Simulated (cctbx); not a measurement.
# Reading a Patterson map

Space group F-43m (no. 216), a = 10.0370 Å, b = 10.0370 Å, c = 10.0370 Å, α = 90.00°, β = 90.00°, γ = 90.00°, content Eu4 Zr4 Rb4 Ti4 S24.

The data are simulated with cctbx, not measured: Cu Kα, λ = 1.54184 Å, to d = 0.83 Å, 70 % of the full sphere, strongest reflection 40000 counts, noise from counting, a 1.5 % proportional error and a noise floor of 15 counts (s.d.); no absorption.

Patterson synthesis, origin scaled to 1000:

```text
Patterson group F m -3 m
      u       v       w   height  length (A)
  0.000   0.000   0.000   1000.0     0.00
  0.000   0.000   0.500    879.9     5.02
  0.250   0.250   0.250    702.5     4.35
  0.000   0.250   0.250    411.1     3.55
  0.000   0.000   0.253    196.9     2.54
  0.000   0.000   0.124     40.5     1.24
  0.000   0.000   0.376     37.8     3.78
  0.123   0.250   0.250     36.9     3.76
  0.000   0.127   0.248     17.5     2.80
  0.000   0.085   0.085     15.8     1.20
  0.067   0.067   0.067     11.6     1.17
  0.166   0.166   0.249     11.2     3.44
  0.000   0.085   0.415     10.7     4.25
  0.000   0.164   0.336      9.3     3.75
```

Q: Assign the vectors.

A peak at u stands for all pairs with xi − xj = u, with weight Σ ZiZj against Σ Z² = 35832 at the origin. Peak heights follow these weights only roughly, since form factors, motion and series ripples differ, all vectors within 0.55 Å of a peak are counted as merged into it though the farther ones add only part of their weight, and F(000) is left out, which lowers the whole map:

| u | v | w | shortest length (Å) | height | 1000 ΣZiZj/ΣZ² | pairs in the cell |
| --- | --- | --- | --- | --- | --- | --- |
| 0.000 | 0.000 | 0.500 | 5.02 | 880 | 888 | 8 × Eu–Rb, 8 × Zr–Ti, 24 × S–S |
| 0.250 | 0.250 | 0.250 | 4.35 | 702 | 692 | 4 × Eu–Zr, 4 × Zr–Rb, 4 × Eu–Ti, 4 × Rb–Ti |
| 0.000 | 0.250 | 0.250 | 3.55 | 411 | 472 | 8 × Eu–S, 8 × Rb–S, 16 × S–S |
| 0.000 | 0.000 | 0.253 | 2.54 | 197 | 221 | 8 × Zr–S, 8 × Ti–S |

The table stops at ten peaks or at a height of 45, below which ripples compete. In the model behind the data Eu, the heaviest element, has 1 independent site: (1/4, 1/4, 3/4), up to an allowed shift of origin. No listed peak is a Eu–Eu vector, so the position follows from the cell content and the cross vectors. The whole model:

| atom | mult. | x | y | z | Ueq (Å²) |
| --- | --- | --- | --- | --- | --- |
| Eu1 | 4 | 1/4 | 1/4 | 3/4 | 0.0046 |
| Zr1 | 4 | 1/2 | 0 | 0 | 0.0043 |
| Rb1 | 4 | 1/4 | 1/4 | 1/4 | 0.0042 |
| Ti1 | 4 | 0 | 0 | 0 | 0.0077 |
| S1 | 24 | 1/2 | 0 | 0.7390 | 0.0077 |

The model was made for the exercise: a known structure type with other elements put in, its volume estimated, not relaxed; displacement parameters are assumed.

[Logs are printed without paths, hosts, clocks, repeated set-up lines and the standing remarks that a program may print on its own settings, such as how far it seeks lower states.]
